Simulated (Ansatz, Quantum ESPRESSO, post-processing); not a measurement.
# Ta2NOS MXene, 1 layer in an electric field, part 5 of 5

Aim: how Ta2NOS MXene, 1 layer screens a field along its normal, and what the field does to its bands.

Quantum ESPRESSO 7.5; plane-wave DFT, PBE, PseudoDojo norm-conserving pseudopotentials; geometry and cross-check by Ansatz 0.2.0 with PAW datasets.

So far. Step 12 (Electrostatic potential): The slope in the vacuum is 0.400 eV/Å for an applied 0.40 V/Å, as it should be. Step 13 (Band structure: field 0.4 V/Å): Upper empty bands that drop with the field can be states of the vacuum, held by the sawtooth; they depend on the cell's width.

## (14) Density by pp.x

plot_num = 0 writes the valence density.

Input file f0.rho.in:

```
&inputpp
  prefix = 'f0'
  outdir = './out'
  filplot = 'f0.rho.dat'
  plot_num = 0
/
```

The run is started by

```sh
OMP_NUM_THREADS=1 mpirun -n 4 pp.x -in f0.rho.in > f0.rho.out
```

Numbers of over 12 decimals in the logs are rounded to 6 here.

The log of the run:

```text
[banner, memory and clock lines left out]
Program POST-PROC v.7.5 starts

          URL

     ./out/f0.save/

     IMPORTANT: XC functional enforced from input :
     Exchange-correlation= PBE
                           (   1   4   3   4   0   0   0)
     Any further DFT definition will be discarded
     Please, verify this is what you really want

     Adding external electric field

     Computed dipole along edir(3) :
        Dipole                0.0033 Ry au,          0.0085 Debye
        Dipole field          0.0000 Ry au,

        Potential amp.       -0.0025 Ry
        Total length         40.8778 bohr

     Calling punch_plot, plot_num =   0
     Writing data to file  f0.rho.dat
     Message from routine chdens:
     namelist plot not found or invalid, exiting
```

Elapsed: 0.86 s, on 4 MPI ranks of Arm Neoverse V2, shared host; peak memory 0.12 GiB.

This step gave:

```
electrons by integration : 43.00 e
```

Mean over planes. Valence density, planar mean against z:

```tsv
z (Å)	valence density, planar mean (e/Å³)
5	2.0e-5
6	4.3e-4
7	0.0105
8	0.218
9	0.473
10	0.911
11	0.703
12	0.758
13	1.06
14	0.698
15	0.0213
16	6.1e-4
17	2.1e-5
```

Valence density in the ca plane at fractional y = 0.333, with atoms of Ta and O within 0.2 Å of it. It is the smooth field of the valence electrons, not physical close to the nuclei.

Values in e/Å³, 5 rows by 16 columns, each cell a mean:
```
0.0 0.0 0.0 0.0 0.0 0.0 0.1 0.3 1.8 1.7 0.3 0.5 1.5 0.1 0.0 0.0
0.0 0.0 0.0 0.0 0.0 0.0 0.0 0.2 3.0 2.9 0.2 1.2 4.7 0.3 0.0 0.0
0.0 0.0 0.0 0.0 0.0 0.0 0.1 0.3 1.8 1.7 0.3 0.5 1.5 0.1 0.0 0.0
0.0 0.0 0.0 0.0 0.0 0.0 0.2 0.5 0.3 0.3 0.5 0.5 0.2 0.0 0.0 0.0
0.0 0.0 0.0 0.0 0.0 0.0 0.2 0.5 0.3 0.3 0.5 0.5 0.2 0.0 0.0 0.0
```
Columns run along c (16.0 Å, from fractional 0.07 to 0.78 of the cell), rows up along a (3.2 Å). Atoms in or near the plane, at fractional coordinates: Ta at (0.46, 0.67), O at (0.61, 0.67).

The density integrates to 43.000 electrons, as the 43 of the input ask.

## (15) Valence density

Input file f2.rho.in:

```
&inputpp
  prefix = 'f2'
  outdir = './out'
  filplot = 'f2.rho.dat'
  plot_num = 0
/
```

The run is started by

```sh
OMP_NUM_THREADS=1 mpirun -n 4 pp.x -in f2.rho.in > f2.rho.out
```

Run time: 0.86 s. Hardware: 4 MPI ranks; peak memory 0.12 GiB.

## (16) Charge moved by a field of 0.2 V/Å

Numbers from this step:

```
largest charge moved across a plane : 0.001121 e/Å²
dipole step                         : -1.294 eV
```

The planar mean oscillates, so the rows of the table below give means over windows of 2.63 Å about each position, cut where the curve ends. Its maxima inside the range that stand out by 2 % of the span (Å: e/Å³): 7.8: 7.4e-4, 10.4: 1.9e-4, 12.5: -2.9e-5, 13.1: -4.7e-7, 13.9: -3.3e-4. Its minima: 9.8: -1.7e-4, 12.0: -1.2e-4, 12.7: -5.8e-5, 13.6: -4.6e-4, 14.4: -7.2e-4.

The planar mean by z; means over each step:

```tsv
z (Å)	planar mean (e/Å³)
1.31	4.2e-9
3.94	1.4e-6
6.57	2.5e-4
9.21	1.6e-4
11.83	-2.2e-5
14.46	-3.8e-4
17.09	-1.0e-5
19.73	-1.1e-8
```

Table of running integral, electrons below z by z:

```tsv
z (Å)	running integral, electrons below z (e/Å²)
3.5	7.9e-8
4.0	2.4e-7
4.5	7.2e-7
5.0	2.2e-6
5.5	6.9e-6
6.0	2.1e-5
6.5	6.1e-5
7.0	1.7e-4
7.5	4.1e-4
8.0	7.7e-4
8.5	9.7e-4
9.0	0.00107
9.5	0.00109
10.0	0.00103
10.5	0.00108
11.0	0.00111
11.5	0.00112
12.0	0.00107
12.5	0.00104
13.0	0.00102
13.5	9.2e-4
14.0	7.2e-4
14.5	4.0e-4
15.0	1.5e-4
15.5	4.7e-5
16.0	1.4e-5
16.5	3.7e-6
17.0	1.0e-6
17.5	2.7e-7
18.0	7.3e-8
```

## (17) Polarisability from the dipole between 0 and 0.1 V/A

Read from the output:

- change of slope in the vacuum: 0.10000 eV/Å
- polarisability a cell: 4.605 Å³
- sheet polarisability 4πα/A: 6.468 Å

Table of change of the potential energy, second field less first by z:

```tsv
z (Å)	change of the potential energy, second field less first (eV)
0	-0.376
1	-0.677
2	-0.577
3	-0.477
4	-0.377
5	-0.277
6	-0.178
7	-0.0839
8	-0.0202
9	-0.00528
10	-0.00287
11	5.3e-4
12	-1.6e-5
13	0.00551
14	0.0222
15	0.0821
16	0.176
17	0.276
18	0.376
19	0.476
20	0.576
21	0.676
22	0.521
```

## (18) Dipole against field

The dipole along the normal, dipole moment by applied field:

```tsv
applied field (V/Å)	dipole along the normal, dipole moment (e·Å)
0.000	0.00177
0.100	0.0337
0.200	0.0657
0.400	0.130
```

## (19) Cross-check with Ansatz: field 0.1 V/Å

As a check, the same structure is run in Ansatz.

Level of this step: plane-wave DFT, PBE, Ansatz PAW (Ansatz 0.2.0).

Input file input.yaml:

```yaml
crystal:
  lattice:
    - [3.2140192301, 0.0, 0.0]
    - [-1.607009615, 2.7834223015, 0.0]
    - [0.0, 0.0, 22.5329259387]
  atoms:
    - { symbol: S, position: [0.3333333333, 0.6666666667, 0.3886434662] }
    - { symbol: Ta, position: [0.6666666667, 0.3333333333, 0.4605227227] }
    - { symbol: "N", position: [0.0, 0.0, 0.515611378] }
    - { symbol: Ta, position: [0.3333333333, 0.6666666667, 0.5648269846] }
    - { symbol: O, position: [0.6666666667, 0.3333333333, 0.6110850487] }
kpoints:
  mp_grid: { grid: [12, 12, 1] }
hamiltonian:
  xc: pbe
scf:
  occupations: { method: fermi_dirac, width: 0.054 }
  convergence: { dr2_threshold: 1.0e-09 }
efield:
  axis: 3
  dipole_correction: true
  ramp_position: 0.97
  ramp_width: 0.04
  amplitude: 0.1
output:
  write_potential: true
  write_density: true
  volumetric_format: npy
```

The run is started by

```sh
ansatz run input.yaml --threads 4 --pin off --max-ram 16384MiB --backend cpu --events-out ev --progress --plain --runs-dir out
```

The log of the run:

```text
[...]
Crystal: 5 atoms, lattice volume = 201.579 Å³
Basis set: ecut = 420 eV, 3987 PW (Γ)
Bands: 27, of which v1, the nominal top of the filled ones, is band 22 counted from 1 (21 counted from 0)
Symmetry: 6 space group operations
[...]
k-points: 19 of 144 (time reversal used)
[...]
SCF iter   1: F=—  HF=-21726.326835 eV  |F-HF|=—  |Δ(HF+E_count)|=         —  Δρ=7.61e-2  dr2=1.43e1  ethr=3.10e-3  p=0.035 e·Å  D=3.10e-2 V/Å  ΔV_dip=-0.70 eV  dr2_dipole=9.08e-3  V_vac-E_F(+/−)=6.89/5.54 eV  ⟨swp⟩=9.2  Hψ=3072  notcnv=0
[...]
SCF iter  11: F=-21722.557265 eV  HF=-21722.557265 eV  |F-HF|=1.38e-10  |Δ(HF+E_count)|=   2.96e-9  Δρ=1.89e-7  dr2=4.28e-11  ethr=2.33e-12  p=0.035 e·Å  D=3.14e-2 V/Å  ΔV_dip=-0.71 eV  dr2_dipole=9.61e-14  V_vac-E_F(+/−)=5.69/4.35 eV  ⟨swp⟩=4.9  Hψ=1633  notcnv=0
SCF 1 converged in 11 iterations: F = -21722.557265 eV  dr2 = 4.28e-11
[...]
SCF converged after 11 iterations
Free energy (F): -21722.557265 eV
[...]
Internal energy: -21722.545137 eV  (E = F + TS)
E sigma→0 (E₀):  -21722.551201 eV
Entropy (-TS):   -0.012128 eV (-2.426 meV/atom)
Fermi energy:    1.632870 eV
Dipole field:    D = 0.031354 V/Å  (p = 0.034928 e·Å, saw-weighted, corrected)
Work function:   not extracted (applied field tilts the vacuum); planar V_es + V_field profile in the machine report
[...]
--- Band table (eV; the first three rows and the last of 19) ---
  k-point 0: bands = [... 18 lower, -0.0881, -0.0881, 0.4188, 0.4188, 1.0035, 2.5237, 2.9971, 2.9971, ... 1 higher]
  k-point 1: bands = [... 18 lower, -0.6237, -0.3949, 0.4290, 0.8387, 1.2466, 2.6134, 3.0826, 3.1490, ... 1 higher]
  k-point 2: bands = [... 18 lower, -1.0981, -0.6543, 0.0051, 1.3755, 1.7114, 2.7740, 3.4357, 3.5449, ... 1 higher]
  k-point 18: bands = [... 18 lower, -2.7806, -2.2699, 1.1492, 1.8779, 2.1308, 3.7991, 4.1767, 4.4563, ... 1 higher]
```

Elapsed: 3.5 s, on 4 threads; peak memory 0.5 GiB; 13 s of CPU time.

Numbers from this step:

| Item | Value |
| --- | --- |
| free energy | -21722.5573 eV |
| energy at zero smearing | -21722.5512 eV |
| smearing term TS | 0.01213 eV |
| Fermi energy | 1.633 eV |
| dipole along the normal | 0.03493 e·Å |

At 0.1 V/Å Ansatz's dipole is 0.0349 e Å against 0.0337 from pw.x.

## (20) The same in Ansatz: field -0.1 V/Å

input.yaml, as its differences from the input of step 19:

```diff
@@ -23,3 +23,3 @@
   ramp_width: 0.04
-  amplitude: 0.1
+  amplitude: -0.1
 output:
```

The log of the run:

```text
[...]
Crystal: 5 atoms, lattice volume = 201.579 Å³
Basis set: ecut = 420 eV, 3987 PW (Γ)
Bands: 27, of which v1, the nominal top of the filled ones, is band 22 counted from 1 (21 counted from 0)
Symmetry: 6 space group operations
[...]
k-points: 19 of 144 (time reversal used)
[...]
k-point 0: bands = [... 18 lower, -0.0807, -0.0807, 0.4233, 0.4233, 1.0119, 2.5283, 2.9987, 2.9987, ... 1 higher]
  k-point 1: bands = [... 18 lower, -0.6120, -0.3852, 0.4336, 0.8417, 1.2521, 2.6217, 3.0842, 3.1456, ... 1 higher]
  k-point 2: bands = [... 18 lower, -1.0844, -0.6418, 0.0103, 1.3771, 1.7149, 2.7828, 3.4372, 3.5386, ... 1 higher]
  k-point 18: bands = [... 18 lower, -2.7618, -2.2426, 1.1515, 1.8804, 2.1283, 3.7993, 4.1846, 4.4566, ... 1 higher]
[key lines of the parts left out:]
SCF converged after 11 iterations
Free energy (F): -21722.556676 eV
Fermi energy:    1.635289 eV
Dipole field:    D = -0.026048 V/Å  (p = -0.029018 e·Å, saw-weighted, corrected)
```

Elapsed: 3.5 s, on 4 threads; peak memory 0.5 GiB.

Read from the output:

- free energy: -21722.5567 eV
- energy at zero smearing: -21722.5506 eV
- smearing term TS: 0.01216 eV
- Fermi energy: 1.635 eV
- dipole along the normal: -0.02902 e·Å

## (21) Dipole against field, Ansatz

Table of dipole along the normal, dipole moment by applied field:

```tsv
applied field (V/Å)	dipole along the normal, dipole moment (e·Å)
-0.1000	-0.0290
0.0000	0.00296
0.1000	0.0349
```

## (22) Ground state, with ecutwfc = 47, ecutrho = 188 and diagonalization = cg

A sensitivity test on the input.

Level of this step: plane-wave DFT, PBE, PseudoDojo norm-conserving pseudopotentials (Quantum ESPRESSO 7.5).

Input file f1.w0.in:

```
&control
  prefix = 'f1.w0'
  outdir = './out'
  pseudo_dir = './pseudo'
  calculation = 'scf'
  tprnfor = .true.
  tefield = .true.
  dipfield = .true.
/
&system
  ibrav = 0
  nat = 5
  ntyp = 4
  ecutwfc = 47
  ecutrho = 188
  occupations = 'smearing'
  smearing = 'fd'
  degauss = 0.004
  edir = 3
  emaxpos = 0.97
  eopreg = 0.04
  eamp = 0.00194469
/
&electrons
  conv_thr = 1e-09
  mixing_beta = 0.4
  electron_maxstep = 120
  mixing_mode = 'plain'
  diagonalization = 'cg'
/
ATOMIC_SPECIES
  S   32.0600  S.dojo-sr-pbe-0.4.1-standard.upf
  Ta  180.9479  Ta.dojo-sr-pbe-0.4.1-standard.upf
  N   14.0070  N.dojo-sr-pbe-0.4.1-standard.upf
  O   15.9990  O.dojo-sr-pbe-0.4.1-standard.upf
CELL_PARAMETERS angstrom
  3.21401923009305 -0.00000000000000 -0.00000000000000
  -1.60700961504653 2.78342230151229 0.00000000000000
  -0.00000000000000 0.00000000000000 22.53292593870000
ATOMIC_POSITIONS crystal
  S   0.333333333333 0.666666666667 0.388643466230
  Ta  0.666666666667 0.333333333333 0.460522722697
  N   0.000000000000 0.000000000000 0.515611377966
  Ta  0.333333333333 0.666666666667 0.564826984606
  O   0.666666666667 0.333333333333 0.611085048700
K_POINTS automatic
  12 12 1 0 0 0
```

The run is started by

```sh
OMP_NUM_THREADS=1 mpirun -n 4 pw.x -nk 4 -in f1.w0.in > f1.w0.out
```

The log of the run:

```text
[banner, memory and clock lines left out]
Program PWSCF v.7.5 starts
[citation notice left out]

[...]
bravais-lattice index     =            0
     lattice parameter (alat)  =       6.0736  a.u.
     unit-cell volume          =    1360.3221 (a.u.)^3
     number of atoms/cell      =            5
     number of atomic types    =            4
     number of electrons       =        43.00
     number of Kohn-Sham states=           26
     kinetic-energy cutoff     =      47.0000  Ry
     charge density cutoff     =     188.0000  Ry
     scf convergence threshold =      1.0E-09
     mixing beta               =       0.4000
     number of iterations used =            8  plain     mixing
     Exchange-correlation= PBE
                           (   1   4   3   4   0   0   0)

[...]
PseudoPot. # 1 for S  read from file:
     ./pseudo/S.dojo-sr-pbe-0.4.1-standard.upf
     Pseudo is Norm-conserving + core correction, Zval =  6.0
     Generated using ONCVPSP code by D. R. Hamann
     Using radial grid of 1146 points,  6 beta functions with:
                l(1) =   0
                l(2) =   0
                l(3) =   1
                l(4) =   1
                l(5) =   2
                l(6) =   2

     PseudoPot. # 2 for Ta read from file:
     ./pseudo/Ta.dojo-sr-pbe-0.4.1-standard.upf
     Pseudo is Norm-conserving + core correction, Zval = 13.0
     Generated using ONCVPSP code by D. R. Hamann
     Using radial grid of 1450 points,  8 beta functions with:
                l(1) =   0
                l(2) =   0
                l(3) =   1
                l(4) =   1
                l(5) =   2
                l(6) =   2
                l(7) =   3
                l(8) =   3

     PseudoPot. # 3 for N  read from file:
     ./pseudo/N.dojo-sr-pbe-0.4.1-standard.upf
     Pseudo is Norm-conserving + core correction, Zval =  5.0
     Generated using ONCVPSP code by D. R. Hamann
     Using radial grid of 1058 points,  4 beta functions with:
                l(1) =   0
                l(2) =   0
                l(3) =   1
                l(4) =   1

     PseudoPot. # 4 for O  read from file:
     ./pseudo/O.dojo-sr-pbe-0.4.1-standard.upf
     Pseudo is Norm-conserving + core correction, Zval =  6.0
     Generated using ONCVPSP code by D. R. Hamann
     Using radial grid of  936 points,  5 beta functions with:
                l(1) =   0
                l(2) =   0
                l(3) =   1
                l(4) =   1
                l(5) =   2

     atomic species   valence    mass     pseudopotential
     S                 6.00    32.06000     S ( 1.00)
     Ta               13.00   180.94790     Ta( 1.00)
     N                 5.00    14.00700     N ( 1.00)
     O                 6.00    15.99900     O ( 1.00)

     No symmetry found

[...]
number of k points=    74  Fermi-Dirac smearing, width (Ry)=  0.0040
[...]
Dense  grid:    59123 G-vectors     FFT dimensions: (  27,  27, 192)

     Check: negative core charge=   -0.000044

     Initial potential from superposition of free atoms

     starting charge      42.9981, renormalised to      43.0000

     negative rho (up, down):  7.562E-04 0.000E+00

     Adding external electric field

     Computed dipole along edir(3) :
        Dipole                0.0001 Ry au,          0.0003 Debye
        Dipole field          0.0000 Ry au,

        E field amplitude [Ha a.u.]:  1.9447E-03
        Potential amp.        0.1589 Ry
        Total length         40.8778 bohr

     Starting wfcs are   32 randomized atomic wfcs

     per-process dynamical memory:    98.6 Mb

     Self-consistent Calculation

     iteration #  1     ecut=    47.00 Ry     beta= 0.40
     CG style diagonalization
     ethr =  1.00E-02,  avg # of iterations =  2.5

     negative rho (up, down):  2.810E-04 0.000E+00

     Adding external electric field

     Computed dipole along edir(3) :
        Dipole                0.5495 Ry au,          1.3967 Debye
        Dipole field          0.0051 Ry au,

        E field amplitude [Ha a.u.]:  1.9447E-03
        Potential amp.       -0.2560 Ry
        Total length         40.8778 bohr

     total energy              =    -336.19098802 Ry
     estimated scf accuracy    <       1.10046290 Ry

     iteration #  2     ecut=    47.00 Ry     beta= 0.40
[...]
negative rho (up, down):  2.482E-04 0.000E+00

[...]
Dipole               -0.5347 Ry au,         -1.3591 Debye
[...]
E field amplitude [Ha a.u.]:  1.9447E-03
[...]
total energy              =    -335.60613893 Ry
     estimated scf accuracy    <       8.54962390 Ry

     iteration #  3     ecut=    47.00 Ry     beta= 0.40
[...]
negative rho (up, down):  1.533E-04 0.000E+00

[...]
Dipole               -0.0061 Ry au,         -0.0155 Debye
[...]
E field amplitude [Ha a.u.]:  1.9447E-03
[...]
total energy              =    -336.40968360 Ry
     estimated scf accuracy    <       3.61527598 Ry

     iteration #  4     ecut=    47.00 Ry     beta= 0.40
[...]
negative rho (up, down):  1.202E-04 0.000E+00

[...]
Dipole                0.0463 Ry au,          0.1177 Debye
[...]
E field amplitude [Ha a.u.]:  1.9447E-03
[...]
total energy              =    -336.53906142 Ry
     estimated scf accuracy    <       0.26477216 Ry

     iteration #  5     ecut=    47.00 Ry     beta= 0.40
[...]
negative rho (up, down):  5.105E-05 0.000E+00

[...]
Dipole                0.0754 Ry au,          0.1916 Debye
[...]
E field amplitude [Ha a.u.]:  1.9447E-03
[...]
total energy              =    -336.54822601 Ry
     estimated scf accuracy    <       0.06810668 Ry

     iteration #  6     ecut=    47.00 Ry     beta= 0.40
[...]
negative rho (up, down):  2.506E-06 0.000E+00

[...]
Dipole                0.0805 Ry au,          0.2047 Debye
[...]
E field amplitude [Ha a.u.]:  1.9447E-03
[...]
total energy              =    -336.55953850 Ry
     estimated scf accuracy    <       0.01270955 Ry

[...]
iteration # 15     ecut=    47.00 Ry     beta= 0.40
[...]
Dipole                0.0619 Ry au,          0.1573 Debye
[...]
E field amplitude [Ha a.u.]:  1.9447E-03
[...]
total energy              =    -336.56113367 Ry
     estimated scf accuracy    <       0.00000003 Ry

     iteration # 16     ecut=    47.00 Ry     beta= 0.40
[...]
Dipole                0.0619 Ry au,          0.1573 Debye
[...]
E field amplitude [Ha a.u.]:  1.9447E-03
[...]
total energy              =    -336.56113367 Ry
     estimated scf accuracy    <          2.4E-09 Ry

     iteration # 17     ecut=    47.00 Ry     beta= 0.40
[...]
Dipole                0.0619 Ry au,          0.1573 Debye
[...]
E field amplitude [Ha a.u.]:  1.9447E-03
[...]
total energy              =    -336.56113367 Ry
     estimated scf accuracy    <          2.4E-09 Ry

     iteration # 18     ecut=    47.00 Ry     beta= 0.40
[...]
Dipole                0.0618 Ry au,          0.1572 Debye
[...]
E field amplitude [Ha a.u.]:  1.9447E-03
[...]
End of self-consistent calculation

          k = 0.0000 0.0000 0.0000 (  7485 PWs)   bands (ev):

   -68.2392 -67.3941 -34.8435 -34.5595 -34.5595 -33.8824 -33.7490 -33.7490
   -18.5615 -15.5948 -12.5742  -6.9599  -5.8703  -5.8703  -3.7377  -3.1455
    -3.1455  -1.8855  -0.1400  -0.1400   0.3751   0.3751   0.9577   2.4624
     2.9520   2.9520

          k = 0.0000 0.0962 0.0000 (  7469 PWs)   bands (ev):

   -68.2375 -67.3925 -34.8346 -34.5977 -34.5674 -33.8783 -33.7779 -33.7555
   -18.5020 -15.5808 -12.5281  -6.8601  -5.8815  -5.7998  -3.6743  -3.4216
    -3.2026  -1.8861  -0.6740  -0.4429   0.3823   0.7914   1.2002   2.5597
     3.0374   3.0991

[...]
the Fermi energy is     1.5876 ev

!    total energy              =    -336.56113367 Ry
     estimated scf accuracy    <          5.6E-10 Ry
     smearing contrib. (-TS)   =      -0.00090518 Ry
     internal energy E=F+TS    =    -336.56022849 Ry

     The total energy is F=E-TS. E is the sum of the following terms:
     one-electron contribution =   -2883.91919770 Ry
     hartree contribution      =    1442.45138853 Ry
     xc contribution           =     -80.09787238 Ry
     ewald contribution        =    1185.00565824 Ry
     electric field correction =      -0.00020519 Ry

     convergence has been achieved in  18 iterations

     Forces acting on atoms (cartesian axes, Ry/au):

     atom    1 type  1   force =     0.00000014    0.00000007    0.00031703
     atom    2 type  2   force =     0.00000005   -0.00000017   -0.00144207
     atom    3 type  3   force =     0.00000008    0.00000008    0.00321077
     atom    4 type  2   force =    -0.00000026    0.00000005    0.00245989
     atom    5 type  4   force =    -0.00000001   -0.00000003   -0.00454562

     Total force =     0.006261     Total SCF correction =     0.000080

[...]
```

The job ended after 2.6 min (4 MPI ranks; peak memory 0.58 GiB; 10 min of CPU time).

The changed values were drawn from a wide range, not chosen for quality; the comparison shows what they did here together.

Beside the run it was changed from:

```tsv
quantity	this run	unchanged run	difference
dipole along the normal (e·Å)	0.03273	0.03375	-0.0010
free energy (eV)	-4579.148	-4580.625	1.5
wall time (s)	155	146	
SCF iterations	18	11
```

The free energy moves by +3e+02 meV an atom.

This run starts from superposed atoms, the unchanged one from a saved density, so their iteration counts don't compare.

The physical values in this table move by up to 3 %.

## (23) A check by hand

α = Δp/E = (0.03375 − (0.00177)) e Å / 0.1 V/Å = 0.3198 e Å²/V; times e/(4πε₀) = 14.40 V Å this is 4.605 Å³. With A = 8.946 Å², 4πα/A = 6.468 Å.

## (24) Results

```yaml
polarisability_along_the_normal_a_cell: 4.60 Å³
sheet_polarisability_4pi_alpha_a: 6.47 Å
dipole_without_a_field: 0.0018 e·Å
```

**Reading.** The sheet answers a field with a polarisability of 4.60 Å³ a cell, or 4πα/A = 6.47 Å (PBE, PseudoDojo norm-conserving). In pw.x the dipole follows the field linearly over the range tried. A perfect conductor 6.47 Å thick would screen alike; the outer atoms lie 5.01 Å apart. At 0.1 V/Å the sheet takes 0.647 eV off the potential drop. Quantum ESPRESSO and Ansatz give 4.605 and 4.604 Å³ for the polarisability (pw.x from 0 and 0.1 V/Å, Ansatz from ±0.1 V/Å), which agree. The ions stay at their zero-field places, so this is the electrons' response alone. Without a field the sheet has no gap. Spin-orbit coupling is left out; depending on the atoms that carry the levels of interest, it can split and shift them by tenths of an eV to an eV or more. The runs have no spin polarisation although the electron count is odd.

[Logs are printed without paths, hosts, clocks, repeated set-up lines and the standing remarks that a program may print on its own settings, such as how far it seeks lower states.]

[Hosts, paths, dates, database ids (printed as entryN), source tags and the programs' standing remarks are cut or masked in the printed files.]

[Maps of the electrostatic potential energy from Ansatz leave out the sawtooth potential of an applied field or a dipole correction, so their vacuum need not be flat; planar profiles and work functions include it.]
